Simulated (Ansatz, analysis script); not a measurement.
# Stoner picture of MnGa

Wanted: E(M), the field that holds each moment, and the spin susceptibility of MnGa.

Program: Ansatz 0.2.0. Level of theory: LDA, PAW set soft_1 (files made for PBE). Results are calculated unless marked as measured.

## (1) Set-up

The structure is hexagonal, space group P-6m2 (No. 187). Conventional cell: a = 2.747 Å, b = 2.747 Å, c = 4.119 Å, α = 90.00°, β = 90.00°, γ = 120.00°. Nearest to Mn lie 6 Ga at 2.60 Å and 6 Mn at 2.75 Å. Nearest to Ga lie 6 Mn at 2.60 Å and 6 Ga at 2.75 Å. Farther neighbours are not listed.

The cell comes from the Materials Project, a database of computed structures, and the real compound, where it exists, may take another one.

## (2) The collinear state

The work starts on two spin channels, which tell the size of the moments.

File input.yaml:

```yaml
crystal:
  lattice:
    - [2.7474042958, 0.0, 0.0]
    - [-1.3737021479, 2.3793219146, 0.0]
    - [0.0, 0.0, 4.118838]
  atoms:
    - { symbol: Mn, position: [0.0, 0.0, 0.0], spin: 3.5 }
    - { symbol: Ga, position: [0.33333333, 0.66666667, 0.5] }
magnetization:
  spin_polarized: true
kpoints:
  mp_grid: { grid: [11, 11, 7] }
hamiltonian:
  xc: lda
  pseudopotentials: { kind: paw, azcp: { folder: soft_1 }, xc_functional: pbe }
scf:
  occupations: { method: fermi_dirac, width: 0.05 }
  max_iter: 120
  convergence: { dr2_threshold: 1.0e-08 }
  lower_state_search: "off"
output:
  write_density: true
  write_potential: true
  elf: true
  volumetric_format: npy
```

Run with:

```bash
ansatz run input.yaml --threads 2 --pin off --max-ram 5120MiB --backend cpu --events-out ev --progress --plain --runs-dir out
```

Numbers of over 12 decimals in the logs are rounded to 6 here.

The log of the run:

```text
Engine: ansatz 0.2.0, aarch64-unknown-linux-gnu
Pseudopotentials: kind: paw
Pseudopotential: Mn, paw, valence charge 15, recommended cutoff 420 eV (normal), soft_1/Mn.paw.azcp
Pseudopotential: Ga, paw, valence charge 13, recommended cutoff 420 eV (normal), soft_1/Ga.paw.azcp
Functional definition: SPW92
  exchange = slater_x
  correlation = pw_c
Crystal: 2 atoms, lattice volume = 26.925 Å³
Basis set: ecut = 420 eV, 523 PW (Γ)
Bands: 20, of which v1, the nominal top of the filled ones, is band 14 counted from 1 (13 counted from 0)
Symmetry: 12 space group operations
Space group: P-6m2 (ITA 187), of the structure as read, at distance tolerance 3.0e-5 Å
Magnetic group: BNS 187.209 (UNI 1439), of the structure as read, at distance tolerance 3.0e-5 Å
k-points: 64 of 847 (time reversal used)
Non-local potential: Mn, projectors of the file, l = 0: 3, l = 1: 2, l = 2: 3, l = 3: 1
Non-local potential: Ga, projectors of the file, l = 0: 2, l = 1: 2, l = 2: 3, l = 3: 1
PAW form: soft (Blöchl's): semilocal exchange-correlation on the pseudo side does not see the compensation charge
PAW frozen core: Mn, regenerated for the run's functional, and the local potential with it (the file was generated under x = pbe(κ = 0.804, μ = 0.219515), c = pbe(β = 0.066725))
PAW frozen core: Ga, regenerated for the run's functional, and the local potential with it (the file was generated under x = pbe(κ = 0.804, μ = 0.219515), c = pbe(β = 0.066725))
PAW one-centre angular grid: Mn, 590 points (default); XC on 64 Gauss nodes
PAW one-centre angular grid: Ga, 590 points (default); XC on 64 Gauss nodes
Initial density: superposition of atomic densities (chi_scale 0.1, normalization cell)
Starting moments: Σ|m| = 3.5 μB on 1 of 2 sites
Initial wavefunctions: pseudopotential atomic-orbital guess
Functional: x = slater, c = lda
SCF iter   1: F=—  HF=-7548.323282 eV  |F-HF|=—  |Δ(HF+E_count)|=         —  Δρ=5.50e-2 (↑2.54e-2 ↓5.50e-2)  dr2=1.62e0  dr2_m=2.80e-1  M=2.670 μB ∫|m|=2.890 μB  β_m=0.30  ethr=3.10e-3  ⟨swp⟩=5.4  Hψ=10669  notcnv=0
preconditioner: auto → none  [metal: Δε(μ)=0.009 eV  Ē_g=13.717 eV  σ=0.050 eV  W_gap=0.04  n_scr=8 (ndim 8)  ℏωp=32.0 eV  f_vac=0.000  D(μ)=1.87/eV (n_scr^D=22)  sad-step TF]
SCF iter   2: F=—  HF=-7548.174896 eV  |F-HF|=—  |Δ(HF+E_count)|=   1.48e-1  Δρ=4.24e-2 (↑3.83e-2 ↓4.24e-2)  dr2=5.63e-1  dr2_m=3.45e-1  M=2.617 μB ∫|m|=2.871 μB  β_m=0.30  ethr=3.10e-3  ⟨swp⟩=2.0  Hψ=4217  notcnv=0  defer=103
Mixer restart at iter 2: flushing history
spin-set hold released at iteration 2 (the charge has settled, or the pull on large starting moments outlasts its swing): the magnetisation degrees of freedom join the quasi-Newton model from the next iteration; the mixer history was flushed
SCF iter   3: F=—  HF=-7548.101782 eV  |F-HF|=—  |Δ(HF+E_count)|=   7.31e-2  Δρ=5.21e-2 (↑5.21e-2 ↓2.57e-2)  dr2=2.25e-1  dr2_m=3.42e-1  M=2.479 μB ∫|m|=2.745 μB  β_m=0.45  ethr=2.01e-3  ⟨swp⟩=2.3  Hψ=3670  notcnv=0  defer=104
SCF iter   4: F=—  HF=-7548.196134 eV  |F-HF|=—  |Δ(HF+E_count)|=   9.44e-2  Δρ=3.84e-2 (↑1.42e-2 ↓3.84e-2)  dr2=7.03e-1  dr2_m=5.34e-2  M=2.516 μB ∫|m|=2.780 μB  β_m=0.43  ethr=8.05e-4  ⟨swp⟩=2.5  Hψ=5797  notcnv=0  defer=96
SCF iter   5: F=—  HF=-7548.157233 eV  |F-HF|=—  |Δ(HF+E_count)|=   3.89e-2  Δρ=2.59e-2 (↑2.59e-2 ↓1.13e-2)  dr2=6.77e-2  dr2_m=8.39e-2  M=2.268 μB ∫|m|=2.536 μB  β_m=0.39  ethr=8.05e-4  ⟨swp⟩=2.5  Hψ=4104  notcnv=0  defer=96
SCF iter   6: F=—  HF=-7548.170238 eV  |F-HF|=—  |Δ(HF+E_count)|=   1.30e-2  Δρ=1.32e-2 (↑1.32e-2 ↓9.17e-3)  dr2=6.44e-3  dr2_m=3.03e-2  M=2.113 μB ∫|m|=2.381 μB  β_m=0.55  ethr=2.42e-4  ⟨swp⟩=2.1  Hψ=4078  notcnv=0  defer=84
SCF iter   7: F=—  HF=-7548.186444 eV  |F-HF|=—  |Δ(HF+E_count)|=   1.62e-2  Δρ=9.23e-3 (↑9.23e-3 ↓5.80e-3)  dr2=4.39e-3  dr2_m=1.26e-2  M=1.850 μB ∫|m|=2.110 μB  β_m=0.25  ethr=2.30e-5  ⟨swp⟩=2.0  Hψ=4528  notcnv=0  defer=83
SCF iter   8: F=—  HF=-7548.190542 eV  |F-HF|=—  |Δ(HF+E_count)|=   4.10e-3  Δρ=3.72e-3 (↑3.52e-3 ↓3.72e-3)  dr2=1.50e-3  dr2_m=2.31e-3  M=1.737 μB ∫|m|=1.985 μB  β_m=0.65  ethr=1.57e-5  ⟨swp⟩=2.0  Hψ=4626  notcnv=0  defer=82
SCF iter   9: F=—  HF=-7548.191259 eV  |F-HF|=—  |Δ(HF+E_count)|=   7.17e-4  Δρ=4.24e-3 (↑4.24e-3 ↓4.15e-3)  dr2=6.69e-5  dr2_m=4.31e-3  M=1.582 μB ∫|m|=1.785 μB  β_m=0.59  ethr=5.35e-6  ⟨swp⟩=2.1  Hψ=5111  notcnv=0  defer=71
[...]
SCF iter  11: F=—  HF=-7548.193384 eV  |F-HF|=—  |Δ(HF+E_count)|=   3.68e-5  Δρ=5.14e-4 (↑3.99e-4 ↓5.14e-4)  dr2=1.45e-5  dr2_m=5.04e-5  M=1.659 μB ∫|m|=1.877 μB  β_m=0.80  ethr=2.39e-7  ⟨swp⟩=2.3  Hψ=3583  notcnv=0  defer=64
SCF iter  12: F=—  HF=-7548.193404 eV  |F-HF|=—  |Δ(HF+E_count)|=   2.03e-5  Δρ=1.48e-4 (↑1.45e-4 ↓1.48e-4)  dr2=5.20e-7  dr2_m=5.20e-6  M=1.666 μB ∫|m|=1.886 μB  β_m=0.76  ethr=5.19e-8  ⟨swp⟩=2.0  Hψ=3537  notcnv=0  defer=64
SCF iter  13: F=—  HF=-7548.193408 eV  |F-HF|=—  |Δ(HF+E_count)|=   3.52e-6  Δρ=1.85e-5 (↑1.85e-5 ↓8.55e-6)  dr2=2.96e-8  dr2_m=3.88e-8  M=1.669 μB ∫|m|=1.890 μB  β_m=0.73  ethr=1.86e-9  ⟨swp⟩=2.1  Hψ=4188  notcnv=0  defer=64
iter 14 met the thresholds in force, and the SCF goes on: an eigenvalue changes by 0.32 meV, over its tolerance of 0.16 meV (output.eigenvalues, Limitations)
SCF iter  14: F=-7548.193408 eV  HF=-7548.193408 eV  |F-HF|=3.01e-9  |Δ(HF+E_count)|=   7.37e-9  Δρ=4.03e-6 (↑1.63e-6 ↓4.03e-6)  dr2=3.41e-9  dr2_m=1.63e-9  M=1.669 μB ∫|m|=1.890 μB  β_m=0.74  ethr=3.57e-11  ⟨swp⟩=5.0  Hψ=6611  notcnv=0
iter 15 met the thresholds in force, and the SCF goes on: an eigenvalue changes by 0.165 meV, over its tolerance of 0.158 meV (output.eigenvalues, Limitations)
SCF iter  15: F=-7548.193408 eV  HF=-7548.193408 eV  |F-HF|=8.63e-10  |Δ(HF+E_count)|=  8.50e-10  Δρ=1.24e-6 (↑1.24e-6 ↓6.18e-7)  dr2=8.70e-10  dr2_m=3.20e-11  M=1.669 μB ∫|m|=1.890 μB  β_m=1.00  ethr=1.22e-11  ⟨swp⟩=1.2  Hψ=6899  notcnv=0
Mixer restart at iter 15: flushing history
SCF iter  16: F=-7548.193408 eV  HF=-7548.193408 eV  |F-HF|=3.46e-8  |Δ(HF+E_count)|=   4.58e-9  Δρ=6.55e-6 (↑6.55e-6 ↓4.42e-6)  dr2=3.53e-8  dr2_m=3.13e-10  M=1.669 μB ∫|m|=1.890 μB  β_m=1.00  ethr=3.11e-12  ⟨swp⟩=2.0  Hψ=4359  notcnv=0  κ⁻¹=1.0e0(r=1)
SCF iter  17: F=-7548.193408 eV  HF=-7548.193408 eV  |F-HF|=1.73e-11  |Δ(HF+E_count)|=   4.69e-9  Δρ=1.64e-7 (↑1.64e-7 ↓1.38e-7)  dr2=1.05e-11  dr2_m=2.71e-12  M=1.669 μB ∫|m|=1.890 μB  ethr=3.11e-12  ⟨swp⟩=1.0  Hψ=7424  notcnv=0
SCF 1 converged in 17 iterations: F = -7548.193408 eV  dr2 = 1.05e-11
  greatest PAW one-centre occupation: 1.000 electrons in one spin orbital (limit 2), on the Mn atom at site 0 (counted from 0), in its partial waves of l = 1
SCF converged after 17 iterations
an eigenvalue changed by more than its tolerance at an iteration that met the thresholds in force, so the SCF went on 2 times, its first undamped step at iteration 15: the last check found none over its tolerance
Magnetization: 1.6692 μB (14.8346 up, 13.1654 down)
Absolute magnetization: 1.8852 μB (∫|ρ↑−ρ↓|, with the PAW one-centre terms)
Spin contamination: 0.0405 ħ² per cell (⟨S²⟩ above its minimum at these occupations)
Per-site moments (μB) at R_I (Å): [(1.727759, 1.072284), (-0.059605, 1.072284)]
Free energy (F): -7548.193408 eV
Harris-Foulkes:  -7548.193408 eV  (|F-HF|=1.73e-11)
Internal energy: -7548.180468 eV  (E = F + TS)
E sigma→0 (E₀):  -7548.186938 eV
Entropy (-TS):   -0.012940 eV (-6.470 meV/atom)
Fermi energy:    14.640299 eV
--- Per-component energies (eV) ---
  E_band       = -206.974077
  E_kinetic    = 432.179956
  E_local      = -3075.251780  (includes V_loc(G=0)·N_el)
  E_nonlocal   = 369.231164
  E_hartree    = 1510.479849
  E_xc         = -172.886948
  E_vxc        = -197.531305  (∫ρ·V_xc dr)
  E_paw        = -3183.098200  (= ΣΔE_a)
  E_vpaw       = -756.561493  (= ΣTr[D̂ρ^β])
  E_aug_tail   = -0.000176  (compensation charges beyond the density's cutoff)
  E_ewald      = -3430.946769
  E_core_change = 2.112435  (= ΣΔE_core)
  E_smearing   = -0.012940  (= −TS)
  E_closure    = 0.000000  (closes the sum)
  Σ components = -7548.193408   (vs F -7548.193408, Δ=0.00e0)
--- Band table (eV; the first three rows and the last of 128) ---
  k-point 0 ↑: bands = [... 10 lower, 11.3204, 12.5069, 13.3465, 13.3465, 14.1421, 14.1421, 17.9181, 28.4960, ... 2 higher]
  k-point 1 ↑: bands = [... 10 lower, 10.5451, 12.5415, 13.3553, 13.3553, 14.1321, 14.1321, 18.9996, 28.5504, ... 2 higher]
  k-point 2 ↑: bands = [... 10 lower, 9.1333, 12.5653, 13.3759, 13.3759, 14.1090, 14.1090, 21.4387, 28.6579, ... 2 higher]
  k-point 63 ↓: bands = [... 10 lower, 12.0167, 12.9238, 13.7678, 13.9332, 15.3485, 17.3923, 18.1290, 18.8736, ... 2 higher]
```

The job ended after 6.9 s (2 threads of Arm Neoverse V2, shared host; peak memory 0.37 GiB; 13 s of CPU time).

Spin moment in the atom's sphere by atom:

| atom | spin moment in the atom's sphere (μB) |
| --- | --- |
| Mn1 | 1.73 |
| Ga2 | -0.06 |

Tables count atoms from 1; parts of the log count from 0.

The run ends ferromagnetic, with a net moment of 1.67 μB a cell. With one Mn atom carrying the moment, parallel order of its images is forced by the cell, not found.

Spin density in the ac plane at fractional y = 0.667, with atoms of Ga within 0.2 Å of it.

Values in e/Å³, 20 rows by 14 columns, each cell a mean:
```
 0.06  0.03  0.01  0.00 -0.01 -0.01 -0.01  0.00  0.02  0.04  0.07  0.10  0.11  0.09
 0.06  0.03  0.01  0.00 -0.01 -0.01 -0.01  0.00  0.02  0.04  0.07  0.10  0.11  0.09
 0.04  0.02  0.00 -0.01 -0.01 -0.01 -0.01  0.00  0.01  0.03  0.05  0.07  0.08  0.06
 0.02  0.01  0.00 -0.01 -0.01 -0.02 -0.01 -0.01  0.00  0.02  0.03  0.04  0.04  0.03
 0.01  0.00 -0.01 -0.01 -0.02 -0.02 -0.02 -0.01  0.00  0.01  0.01  0.02  0.02  0.01
 0.00 -0.01 -0.01 -0.02 -0.02 -0.02 -0.02 -0.01 -0.01  0.00  0.00  0.00  0.01  0.00
-0.01 -0.01 -0.01 -0.01 -0.01 -0.01 -0.01 -0.01 -0.01 -0.01  0.00  0.00  0.00  0.00
-0.01 -0.01 -0.01 -0.01  0.00  0.00  0.00 -0.01 -0.01 -0.01 -0.01 -0.01 -0.01 -0.01
-0.01 -0.01 -0.01  0.00  0.02  0.02  0.01 -0.01 -0.01 -0.01 -0.01 -0.01 -0.01 -0.01
-0.01 -0.01 -0.01  0.01  0.03  0.04  0.02  0.00 -0.01 -0.01 -0.01 -0.01 -0.01 -0.01
-0.01 -0.01 -0.01  0.00  0.02  0.03  0.01 -0.01 -0.01 -0.01 -0.01 -0.01 -0.01 -0.01
-0.01 -0.01 -0.01 -0.01  0.00  0.00  0.00 -0.01 -0.01 -0.01 -0.01 -0.01 -0.01 -0.01
-0.01 -0.01 -0.01 -0.01 -0.01 -0.01 -0.01 -0.01 -0.01 -0.01  0.00  0.00  0.00  0.00
 0.00 -0.01 -0.01 -0.02 -0.02 -0.02 -0.02 -0.01 -0.01  0.00  0.00  0.00  0.00  0.00
 0.01  0.00 -0.01 -0.01 -0.02 -0.02 -0.02 -0.01  0.00  0.01  0.01  0.02  0.02  0.01
 0.02  0.01  0.00 -0.01 -0.02 -0.02 -0.01 -0.01  0.00  0.02  0.03  0.04  0.04  0.03
 0.04  0.02  0.00 -0.01 -0.01 -0.01 -0.01  0.00  0.01  0.03  0.05  0.07  0.07  0.06
 0.06  0.03  0.01  0.00 -0.01 -0.01 -0.01  0.00  0.02  0.04  0.07  0.10  0.11  0.09
 0.06  0.03  0.01  0.00 -0.01 -0.01 -0.01  0.00  0.02  0.04  0.07  0.10  0.11  0.09
 0.05  0.03  0.01  0.00 -0.01 -0.01 -0.01  0.00  0.02  0.04  0.06  0.09  0.10  0.08
```
Columns run along a (2.7 Å), rows up along c (4.1 Å). Atoms in or near the plane, at fractional coordinates: Ga at (0.33, 0.50).

Valence density in the ac plane at fractional y = 0.667, with atoms of Ga within 0.2 Å of it. It is the smooth field of the valence electrons, not physical close to the nuclei.

Ten steps, logarithmic in the rise over the least value, from '_' (0 e/Å³) to '@' (40 e/Å³):
```
..________________....::::::
..__________________........
____________________________
____________________________
____________________________
______........______________
____....::::::..____________
__..::--++++==::..__________
__..--**%%%%**==::..________
..::==##@@@@%%++::..________
..::==##@@@@%%++::..________
__..--**%%%%**==::..________
__..::--++++==::..__________
____....::::::..____________
______........______________
____________________________
____________________________
____________________________
..__________________........
..________________....::::::
..________________....::::::
```
Columns run along a (2.7 Å), rows up along c (4.1 Å). Atoms in or near the plane, at fractional coordinates: Ga at (0.33, 0.50).

ELF in the ac plane at fractional y = 0.667, with atoms of Ga within 0.2 Å of it. It is the smooth field of the valence electrons, not physical close to the nuclei.

Values, 20 rows by 14 columns, each cell a mean:
```
0.20 0.19 0.24 0.32 0.38 0.40 0.36 0.26 0.19 0.18 0.21 0.24 0.25 0.23
0.18 0.20 0.27 0.36 0.43 0.44 0.40 0.31 0.21 0.17 0.17 0.19 0.19 0.19
0.19 0.25 0.34 0.43 0.48 0.49 0.46 0.38 0.27 0.19 0.16 0.15 0.16 0.16
0.25 0.33 0.42 0.47 0.49 0.50 0.48 0.44 0.37 0.27 0.20 0.17 0.17 0.19
0.33 0.39 0.40 0.40 0.39 0.39 0.40 0.41 0.40 0.35 0.29 0.24 0.24 0.27
0.36 0.35 0.33 0.32 0.30 0.30 0.31 0.33 0.34 0.36 0.35 0.31 0.31 0.34
0.32 0.30 0.28 0.23 0.19 0.18 0.21 0.26 0.30 0.31 0.33 0.34 0.34 0.34
0.28 0.27 0.20 0.11 0.06 0.06 0.09 0.17 0.26 0.28 0.30 0.33 0.34 0.31
0.27 0.24 0.13 0.04 0.03 0.04 0.03 0.10 0.21 0.27 0.27 0.32 0.33 0.29
0.27 0.22 0.11 0.02 0.06 0.09 0.01 0.07 0.19 0.26 0.26 0.31 0.32 0.28
0.27 0.24 0.13 0.04 0.03 0.04 0.03 0.09 0.21 0.27 0.27 0.31 0.33 0.29
0.28 0.27 0.20 0.11 0.06 0.05 0.09 0.17 0.25 0.28 0.30 0.33 0.34 0.31
0.32 0.30 0.28 0.22 0.18 0.17 0.21 0.26 0.29 0.31 0.33 0.34 0.34 0.34
0.35 0.35 0.33 0.31 0.30 0.30 0.31 0.33 0.34 0.36 0.35 0.32 0.31 0.34
0.33 0.38 0.40 0.40 0.39 0.39 0.39 0.40 0.40 0.36 0.29 0.25 0.24 0.27
0.25 0.33 0.42 0.47 0.49 0.49 0.48 0.44 0.37 0.28 0.21 0.17 0.17 0.20
0.19 0.25 0.34 0.43 0.48 0.49 0.46 0.38 0.28 0.20 0.16 0.15 0.16 0.16
0.18 0.20 0.27 0.37 0.43 0.45 0.40 0.31 0.21 0.17 0.17 0.19 0.19 0.18
0.20 0.19 0.24 0.32 0.38 0.40 0.36 0.26 0.19 0.18 0.20 0.24 0.24 0.23
0.21 0.19 0.23 0.31 0.37 0.39 0.34 0.25 0.18 0.18 0.22 0.26 0.27 0.25
```
Columns run along a (2.7 Å), rows up along c (4.1 Å). Atoms in or near the plane, at fractional coordinates: Ga at (0.33, 0.50).

## (3) Mesh refined

Levels at the Fermi energy are partly filled, so moments and energy differences can hang on the k-mesh, and the state is solved again on a denser one.

input.yaml, the sections that differ from step 2:

```yaml
crystal:
  lattice:
    - [2.7474042958, 0.0, 0.0]
    - [-1.3737021479, 2.3793219146, 0.0]
    - [0.0, 0.0, 4.118838]
  atoms:
    - { symbol: Mn, position: [0.0, 0.0, 0.0], spin: 1.73 }
    - { symbol: Ga, position: [0.33333333, 0.66666667, 0.5] }
kpoints:
  mp_grid: { grid: [16, 16, 9] }
basis:
  ecutwfc: 420.0
checkpoint:
  read: start
  write: ck
  compress: false
  write_wavefunctions: false
  write_every: 100000
# magnetization, hamiltonian, scf: as in step 2
# output: removed
```

The log of the run:

```text
[...]
SCF converged after 8 iterations
Magnetization: 1.7414 μB (14.8707 up, 13.1293 down)
Absolute magnetization: 1.9588 μB (∫|ρ↑−ρ↓|, with the PAW one-centre terms)
[...]
Per-site moments (μB) at R_I (Å): [(1.797269, 1.072284), (-0.060094, 1.072284)]
Free energy (F): -7548.198270 eV
[...]
Internal energy: -7548.186907 eV  (E = F + TS)
E sigma→0 (E₀):  -7548.192589 eV
Entropy (-TS):   -0.011363 eV (-5.682 meV/atom)
Fermi energy:    14.620295 eV
[...]
```

The job ended after 6.7 s (2 threads; peak memory 0.45 GiB; 13 s of CPU time).

Spin moment in the atom's sphere by atom:

| atom | spin moment in the atom's sphere (μB) |
| --- | --- |
| Mn1 | 1.80 |
| Ga2 | -0.06 |

The run ends ferromagnetic, with a net moment of 1.74 μB a cell, against 1.67 μB on the first mesh.

## (4) The non-magnetic reference

The state without spin is the zero of E(M).

input.yaml, the sections that differ from step 3:

```yaml
crystal:
  lattice:
    - [2.7474042958, 0.0, 0.0]
    - [-1.3737021479, 2.3793219146, 0.0]
    - [0.0, 0.0, 4.118838]
  atoms:
    - { symbol: Mn, position: [0.0, 0.0, 0.0] }
    - { symbol: Ga, position: [0.33333333, 0.66666667, 0.5] }
scf:
  occupations: { method: fermi_dirac, width: 0.05 }
  max_iter: 120
  convergence: { dr2_threshold: 1.0e-08 }
# kpoints, hamiltonian, basis: as in step 3
# magnetization: removed
# checkpoint: removed
```

Run with:

```bash
ansatz run input.yaml --threads 1 --pin off --max-ram 2560MiB --backend cpu --events-out ev --progress --plain --runs-dir out
```

The log of the run:

```text
[...]
Crystal: 2 atoms, lattice volume = 26.925 Å³
Basis set: ecut = 420 eV, 523 PW (Γ)
Bands: 18, of which v1, the nominal top of the filled ones, is band 14 counted from 1 (13 counted from 0)
Symmetry: 12 space group operations
[...]
k-points: 150 of 2304 (time reversal used)
[...]
SCF iter   1: F=—  HF=-7549.063953 eV  |F-HF|=—  |Δ(HF+E_count)|=         —  Δρ=1.04e-1  dr2=5.84e0  ethr=3.10e-3  ⟨swp⟩=5.0  Hψ=11170  notcnv=0
[...]
SCF iter   9: F=-7548.012526 eV  HF=-7548.012526 eV  |F-HF|=5.27e-10  |Δ(HF+E_count)|=   1.73e-8  Δρ=2.06e-6  dr2=5.44e-10  ethr=3.57e-11  ⟨swp⟩=3.1  Hψ=7258  notcnv=0
SCF 1 converged in 9 iterations: F = -7548.012526 eV  dr2 = 5.44e-10
[...]
SCF converged after 9 iterations
Free energy (F): -7548.012526 eV
[...]
Internal energy: -7547.983784 eV  (E = F + TS)
E sigma→0 (E₀):  -7547.998155 eV
Entropy (-TS):   -0.028742 eV (-14.371 meV/atom)
Fermi energy:    14.538647 eV
[...]
```

It took 6.3 s on 1 thread; peak memory 0.41 GiB.

The free collinear run lies 186 meV below it.

## (5) Without spin, levels printed

input.yaml: that of step 4 with these lines changed.

```diff
@@ -19 +19,3 @@
   ecutwfc: 420.0
+output:
+  eigenvalues: true
```

The log of the run:

```text
[...]
Crystal: 2 atoms, lattice volume = 26.925 Å³
Basis set: ecut = 420 eV, 523 PW (Γ)
Bands: 18, of which v1, the nominal top of the filled ones, is band 14 counted from 1 (13 counted from 0)
Symmetry: 12 space group operations
[...]
k-points: 150 of 2304 (time reversal used)
[...]
Fermi energy:    14.538647 eV
[...]
--- Band table (eV; the first three rows and the last of 150) ---
  k-point 0: bands = [... 10 lower, 11.6902, 12.5769, 13.8887, 13.8887, 14.9398, 14.9398, 18.2720, 28.5038]
  k-point 1: bands = [... 10 lower, 11.0321, 12.8096, 13.8947, 13.8947, 14.9325, 14.9325, 18.9024, 28.5350]
  k-point 2: bands = [... 10 lower, 9.8927, 12.9942, 13.9101, 13.9101, 14.9141, 14.9141, 20.4836, 28.6073]
  k-point 149: bands = [... 10 lower, 11.8276, 12.4988, 13.3342, 13.4962, 14.6013, 16.9660, 17.2852, 18.3447]
[key lines of the parts left out:]
SCF converged after 9 iterations
Free energy (F): -7548.012526 eV
```

Run time: 6.6 s. Hardware: 1 thread; peak memory 0.41 GiB.

(Part 1 of 2 ends here.)

[Logs and program files are shortened in this print: banners, set-up blocks, solver, clock and traceback lines can be left out without a mark of their own.]

[Logs are printed without paths, hosts, clocks, repeated set-up lines and the standing remarks that a program may print on its own settings, such as how far it seeks lower states.]

[Hosts, paths, dates, database ids (printed as entryN), source tags and the programs' standing remarks are cut or masked in the printed files.]
